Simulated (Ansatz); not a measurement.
# Sb2Se3 (quintuple layer): G0W0 under other settings

A base run on Sb2Se3 (quintuple layer), then changed inputs.

Method: G0W0 on PBE, plane waves, PAW; PAW set soft_1, in Ansatz 0.2.0.

### 1. Starting point

The cell holds 5 atoms: 3 Se and 2 Sb. Its edges and angles: a = 4.063 Å, b = 4.063 Å, c = 37.000 Å, α = 90.0°, β = 90.0°, γ = 120.0°. Vacuum lies along c.

The structure was relaxed with PBE. The runs that relaxed it are not among those shown. Spin-orbit coupling is left out unless a step names it. The Coulomb interaction is cut off across the vacuum.

### 2. The base run: 6×6×1 mesh, 292 empty bands, screening to 39 eV, PAW set soft_1 files

Now the one-shot GW correction: screening in the RPA, then the self-energy of the levels asked for. This step takes PAW set soft_1 files.

input.yaml reads:

```yaml
crystal:
  lattice:
    - [4.0634055082, 0.0, 0.0]
    - [-2.0317027541, 3.519012396, 0.0]
    - [0.0, 0.0, 37.0]
  atoms:
    - { symbol: Se, position: [0.0, 0.0, 0.5] }
    - { symbol: Sb, position: [0.3333333333, 0.6666666667, 0.5511895415] }
    - { symbol: Sb, position: [0.6666666667, 0.3333333333, 0.4488104585] }
    - { symbol: Se, position: [0.6666666667, 0.3333333333, 0.5932210228] }
    - { symbol: Se, position: [0.3333333333, 0.6666666667, 0.4067789772] }
  periodic: [true, true, false]
kpoints:
  mp_grid: { grid: [6, 6, 1] }
hamiltonian:
  xc: pbe
  pseudopotentials: { kind: paw, azcp: { folder: soft_1 } }
scf:
  occupations: { method: fixed }
gw:
  n_empty_bands: 292
  ecut_chi: 39.0
  qp_bands: [v2, c2]
  qp_kpoints: band_edges
  screening: { model: contour_deformation }
```

The run is started by

```bash
> ansatz run input.yaml --threads 4 --pin off --max-ram 17510MiB --backend cpu --events-out ev --progress --plain --runs-dir out
```

Numbers of over 12 decimals in the logs are rounded to 6 here.

Output:

```text
Engine: ansatz 0.2.0, aarch64-unknown-linux-gnu
Pseudopotentials: kind: paw
Pseudopotential: Se, paw, valence charge 16, recommended cutoff 420 eV (normal), soft_1/Se.paw.azcp
Pseudopotential: Sb, paw, valence charge 15, recommended cutoff 420 eV (normal), soft_1/Sb.paw.azcp
Functional definition: PBE
  parameter kappa = 0.804
  parameter beta = 0.066725
  exchange = pbe_x(kappa = kappa, mu = beta*pi^2/3)
  correlation = pbe_c(beta = beta)
Crystal: 5 atoms, lattice volume = 529.069 Å³
Basis set: ecut = 420 eV, 10299 PW (Γ)
Bands: 47, of which v1, the nominal top of the filled ones, is band 39 counted from 1 (38 counted from 0)
Symmetry: 12 space group operations
Space group: P-3m1 (ITA 164), of the structure as read, at distance tolerance 8.1e-5 Å
k-points: 7 of 36
Non-local potential: Se, projectors of the file, l = 0: 2, l = 1: 2, l = 2: 3, l = 3: 1
Non-local potential: Sb, projectors of the file, l = 0: 2, l = 1: 2, l = 2: 2, l = 3: 1
PAW form: soft (Blöchl's): semilocal exchange-correlation on the pseudo side does not see the compensation charge
PAW one-centre angular grid: Se, 590 points (default); XC on 64 Gauss nodes
PAW one-centre angular grid: Sb, 590 points (default); XC on 64 Gauss nodes
Initial density: superposition of atomic densities (neutral atoms: chi_scale 0, normalization atom)
Initial wavefunctions: pseudopotential atomic-orbital guess
Functional: x = pbe(κ = 0.804, μ = 0.219515), c = pbe(β = 0.066725)
SCF iter   1: F=—  HF=-29378.298271 eV  |F-HF|=—  |Δ(HF+E_count)|=         —  Δρ=1.44e-2  dr2=2.58e0  ethr=3.10e-3  ⟨swp⟩=6.7  Hψ=1148  notcnv=0  defer=37
preconditioner: auto → Resta (q_TF=auto, 1.983 Å⁻¹)  ε∞=1.8  [insulator: Δε(μ)=1.047 eV  Ē_g=9.427 eV  n_scr=88 (ndim 8)  ℏωp=8.5 eV  f_vac=0.719  ε∞_Penn≈1.8  vacuum switching on, ρ_ref=6.4e-3 e/Å³]
SCF iter   2: F=—  HF=-29377.899081 eV  |F-HF|=—  |Δ(HF+E_count)|=   3.99e-1  Δρ=7.50e-3  dr2=1.84e0  ethr=3.10e-3  ⟨swp⟩=4.0  Hψ=589  notcnv=0  defer=39
SCF iter   3: F=—  HF=-29377.809944 eV  |F-HF|=—  |Δ(HF+E_count)|=   8.91e-2  Δρ=5.73e-3  dr2=9.49e-1  ethr=2.35e-3  ⟨swp⟩=3.9  Hψ=491  notcnv=0  defer=37
SCF iter   4: F=—  HF=-29377.723333 eV  |F-HF|=—  |Δ(HF+E_count)|=   8.66e-2  Δρ=2.98e-3  dr2=1.40e-1  ethr=1.22e-3  ⟨swp⟩=2.0  Hψ=458  notcnv=0  defer=37
SCF iter   5: F=—  HF=-29377.711722 eV  |F-HF|=—  |Δ(HF+E_count)|=   1.16e-2  Δρ=8.09e-4  dr2=8.76e-3  ethr=1.79e-4  ⟨swp⟩=3.0  Hψ=442  notcnv=0  defer=40
SCF iter   6: F=—  HF=-29377.711270 eV  |F-HF|=—  |Δ(HF+E_count)|=   4.52e-4  Δρ=1.53e-4  dr2=1.68e-4  ethr=1.12e-5  ⟨swp⟩=3.0  Hψ=435  notcnv=0  defer=40
SCF iter   7: F=—  HF=-29377.711308 eV  |F-HF|=—  |Δ(HF+E_count)|=   3.87e-5  Δρ=3.95e-5  dr2=7.69e-6  ethr=2.16e-7  ⟨swp⟩=3.3  Hψ=558  notcnv=0  defer=39
SCF iter   8: F=—  HF=-29377.711314 eV  |F-HF|=—  |Δ(HF+E_count)|=   5.60e-6  Δρ=6.31e-6  dr2=2.81e-7  ethr=9.86e-9  ⟨swp⟩=3.0  Hψ=630  notcnv=0  defer=39
SCF iter   9: F=-29377.711314 eV  HF=-29377.711314 eV  |F-HF|=1.21e-8  |Δ(HF+E_count)|=   1.90e-7  Δρ=1.90e-6  dr2=1.98e-8  ethr=1.28e-10  ⟨swp⟩=23.0  Hψ=2046  notcnv=0
SCF 1 converged in 9 iterations: F = -29377.711314 eV  dr2 = 1.98e-8
[...]
NSCF: frozen V_eff on 7 k-points
G₀W₀ screening: q 1/7
[... further progress lines ...]
SCF converged after 9 iterations
Free energy (F): -29377.711314 eV
Harris-Foulkes:  -29377.711314 eV  (|F-HF|=1.21e-8)
Internal energy: -29377.711314 eV  (E = F + TS)
E sigma→0 (E₀):  -29377.711314 eV
Fermi energy:    -5.628595 eV
--- Per-component energies (eV) ---
  E_band       = -2581.690154
  E_kinetic    = 651.412973
  E_local      = -254509.787224  (includes V_loc(G=0)·N_el)
  E_nonlocal   = -286.958805
  E_hartree    = 126641.369145
  E_xc         = -453.381257
  E_vxc        = -452.500967  (∫ρ·V_xc dr)
  E_paw        = -15470.328864  (= ΣΔE_a)
  E_vpaw       = -1266.608117  (= ΣTr[D̂ρ^β])
  E_aug_tail   = -0.000847  (compensation charges beyond the density's cutoff)
  E_ewald      = 114049.963565
  E_smearing   = -0.000000  (= −TS)
  E_closure    = 0.000000  (closes the sum)
  Σ components = -29377.711314   (vs F -29377.711314, Δ=0.00e0)
--- Band table (eV; the first three rows and the last of 7) ---
  k-point 0: bands = [... 35 lower, -6.6106, -6.6106, -6.4925, -5.8556, -4.9512, -3.9274, -3.9274, -3.1052, ... 4 higher]
  k-point 1: bands = [... 35 lower, -7.2571, -6.5201, -5.9900, -5.6286, -4.2430, -3.5610, -3.4729, -3.0286, ... 4 higher]
  k-point 2: bands = [... 35 lower, -7.3266, -7.0564, -6.6702, -5.7281, -4.2233, -3.2467, -2.9511, -2.3663, ... 4 higher]
  k-point 6: bands = [... 35 lower, -8.2561, -7.3233, -6.0366, -6.0366, -3.6335, -2.7912, -2.7912, -1.5312, ... 4 higher]
--- G₀W₀: contour deformation, 7 samples at zero and on the imaginary axis and 2 off it, 36 q-points, 292 empty bands' worth ---
  eigenvalues of the whole cell's RPA ε∞ on this k-mesh (on a slab, of 1 + 4πα/V) = 1.2353, 6.1811, 6.1811; static W/v taken at q = 0 is 0.347677
  gw.qp_kpoints: band_edges: 7 of 7 stored k-points solved, in 1 pass; an edge of the gap read off the rows below is read off those points alone
    ik  band        ε_KS         Σx   Σc(E_QP)       V_xc       Z   E_QP_lin       E_QP  E_QP is
     0    38     -6.4925   -15.7790     1.7732   -13.9789  0.6947    -6.5194    -6.5193  root
     0    39     -5.8556   -14.6162     0.5144   -14.2209  0.7254    -5.7369    -5.7366  root
     0    40     -4.9512    -9.5777    -2.7616   -12.7722  0.7452    -4.5135    -4.5184  root
     0    41     -3.9274   -10.1536    -2.7475   -13.4229  0.7320    -3.3970    -3.4057  root
     1    38     -5.9900   -15.2713     1.0045   -14.3379  0.7211    -5.9190    -5.9188  root
     1    39     -5.6286   -16.1380     1.2302   -15.0189  0.7175    -5.5179    -5.5175  root
     1    40     -4.2430   -10.0683    -2.7934   -13.3584  0.7356    -3.7392    -3.7464  root
     1    41     -3.5610   -10.4219    -2.8405   -13.8191  0.7266    -2.9935    -3.0044  root
[...]
6    38     -6.0366   -16.1642     1.5948   -14.6085  0.7121    -5.9975    -5.9974  root
     6    39     -6.0366   -16.1642     1.5948   -14.6085  0.7121    -5.9975    -5.9974  root
     6    40     -3.6335    -9.6395    -2.9861   -13.1133  0.7278    -3.1378    -3.1458  root
     6    41     -2.7912   -10.4106    -3.2417   -14.2341  0.7069    -2.1957    -2.2094  root
```

Elapsed: 2.2 min, on 4 threads of Arm Neoverse V2, shared host; peak memory 2.5 GiB.

Numbers from this step:

| Property | Result |
| --- | --- |
| bands summed | 331 |
| plane waves in the screening matrix | 277 |
| q-points in the mesh | 36 |
| G0W0 gap on the mesh | 0.9991 eV |
| k of the valence top | 0, 0.1667, 0 |
| k of the conduction bottom | 0, 0, 0 |
| starting gap on the mesh | 0.6773 eV |
| Z at the valence top | 0.7175 |
| Z at the conduction bottom | 0.7452 |
| least direct G0W0 gap on the computed points | 1.218 eV |

The gap on the mesh goes from 0.68 eV to 1.00 eV, a correction of +0.32 eV. Between the two edge states, bare exchange in place of the xc potential would open the gap by 4.31 eV, and correlation takes back 3.99 eV.

### 3. Variant: frequency model

Edit input.yaml of step 2 so:

```diff
@@ -24,2 +24,2 @@
   qp_kpoints: band_edges
-  screening: { model: contour_deformation }
+  screening: { model: godby_needs }
```

Output:

```text
[...]
Crystal: 5 atoms, lattice volume = 529.069 Å³
Basis set: ecut = 420 eV, 10299 PW (Γ)
Bands: 47, of which v1, the nominal top of the filled ones, is band 39 counted from 1 (38 counted from 0)
[... 1 set-up line as in the run before ...]
[...]
k-points: 7 of 36
[...]
SCF iter   1: F=—  HF=-29378.298271 eV  |F-HF|=—  |Δ(HF+E_count)|=         —  Δρ=1.44e-2  dr2=2.58e0  ethr=3.10e-3  ⟨swp⟩=6.7  Hψ=1148  notcnv=0  defer=37
[...]
SCF iter   9: F=-29377.711314 eV  HF=-29377.711314 eV  |F-HF|=1.21e-8  |Δ(HF+E_count)|=   1.90e-7  Δρ=1.90e-6  dr2=1.98e-8  ethr=1.28e-10  ⟨swp⟩=23.0  Hψ=2046  notcnv=0
SCF 1 converged in 9 iterations: F = -29377.711314 eV  dr2 = 1.98e-8
[...]
NSCF: frozen V_eff on 7 k-points
G₀W₀ screening: q 1/7
[... further progress lines ...]
SCF converged after 9 iterations
Free energy (F): -29377.711314 eV
[...]
Internal energy: -29377.711314 eV  (E = F + TS)
E sigma→0 (E₀):  -29377.711314 eV
Fermi energy:    -5.628595 eV
[...]
--- Band table (eV; the first three rows and the last of 7) ---
  k-point 0: bands = [... 35 lower, -6.6106, -6.6106, -6.4925, -5.8556, -4.9512, -3.9274, -3.9274, -3.1052, ... 4 higher]
  k-point 1: bands = [... 35 lower, -7.2571, -6.5201, -5.9900, -5.6286, -4.2430, -3.5610, -3.4729, -3.0286, ... 4 higher]
  k-point 2: bands = [... 35 lower, -7.3266, -7.0564, -6.6702, -5.7281, -4.2233, -3.2467, -2.9511, -2.3663, ... 4 higher]
  k-point 6: bands = [... 35 lower, -8.2561, -7.3233, -6.0366, -6.0366, -3.6335, -2.7912, -2.7912, -1.5312, ... 4 higher]
--- G₀W₀: ω_p = 29.1959 eV, 36 q-points, 292 empty bands' worth ---
[...]
GN-PPA: 1192810/3103171 pairs with Re ω̃² < 0 across q-mesh
[...]
0    38     -6.4925   -15.7790     1.7426   -13.9789  0.7667    -6.5497    -6.5500  root
     0    39     -5.8556   -14.6162     0.5058   -14.2209  0.7743    -5.7453    -5.7452  root
     0    40     -4.9512    -9.5777    -2.7812   -12.7722  0.7873    -4.5366    -4.5379  root
     0    41     -3.9274   -10.1536    -2.7370   -13.4229  0.7804    -3.3924    -3.3952  root
     1    38     -5.9900   -15.2713     0.9899   -14.3379  0.7713    -5.9335    -5.9335  root
     1    39     -5.6286   -16.1380     1.2409   -15.0189  0.7685    -5.5070    -5.5068  root
     1    40     -4.2430   -10.0683    -2.7872   -13.3584  0.7822    -3.7380    -3.7401  root
     1    41     -3.5610   -10.4219    -2.8111   -13.8191  0.7783    -2.9722    -2.9750  root
[...]
6    38     -6.0366   -16.1642     1.5899   -14.6085  0.7670    -6.0024    -6.0024  root
     6    39     -6.0366   -16.1642     1.5899   -14.6085  0.7670    -6.0024    -6.0024  root
     6    40     -3.6335    -9.6395    -2.9728   -13.1133  0.7794    -3.1284    -3.1325  root
     6    41     -2.7912   -10.4106    -3.1660   -14.2341  0.7727    -2.1281    -2.1337  root
```

It took 1.9 min on 4 threads; peak memory 2.5 GiB; 7.5 min of CPU time.

The G0W0 gap on the mesh is 0.969 eV.

Against the base:

```tsv
setting	base	variant
frequency model	contour deformation	plasmon pole
```

```tsv
quantity	variant	base
starting gap on the mesh	0.677	0.677
G0W0 gap on the mesh	0.969	0.999
least direct G0W0 gap on the computed points	1.207	1.218
Z at the valence top	0.769	0.718
Z at the conduction bottom	0.787	0.745
```

### 4. Summary of results

```yaml
base: 1.00 eV, 2.2 min
frequency_model: 0.97 eV, 1.9 min
```

Frequency model: the gap moves by −0.03 eV. All runs here use a coarse mesh and modest cutoffs; they test settings and are not final values. Mesh or cutoff lie under what a gap needs, so these runs test behaviour and cost; their gaps are not to be quoted. The mesh in the plane is coarse for a sheet; gap and any exciton binding can still move on denser ones. The many-body steps are scalar-relativistic: spin-orbit coupling is not in them.

[Paths, hosts, dates, memory and timing lines, banners, echoed tables and standing remarks are left out of the program output.]

[Logs are printed without paths, hosts, clocks, repeated set-up lines and the standing remarks that a program may print on its own settings, such as how far it seeks lower states.]

[Runs of the session that timed out or met a known fault of the program may be left out.]

[Cells called generated may have been cut or substituted from an entry of the Crystallography Open Database or the Materials Project.]

[Hosts, paths, dates, database ids (printed as entryN), source tags and the programs' standing remarks are cut or masked in the printed files.]
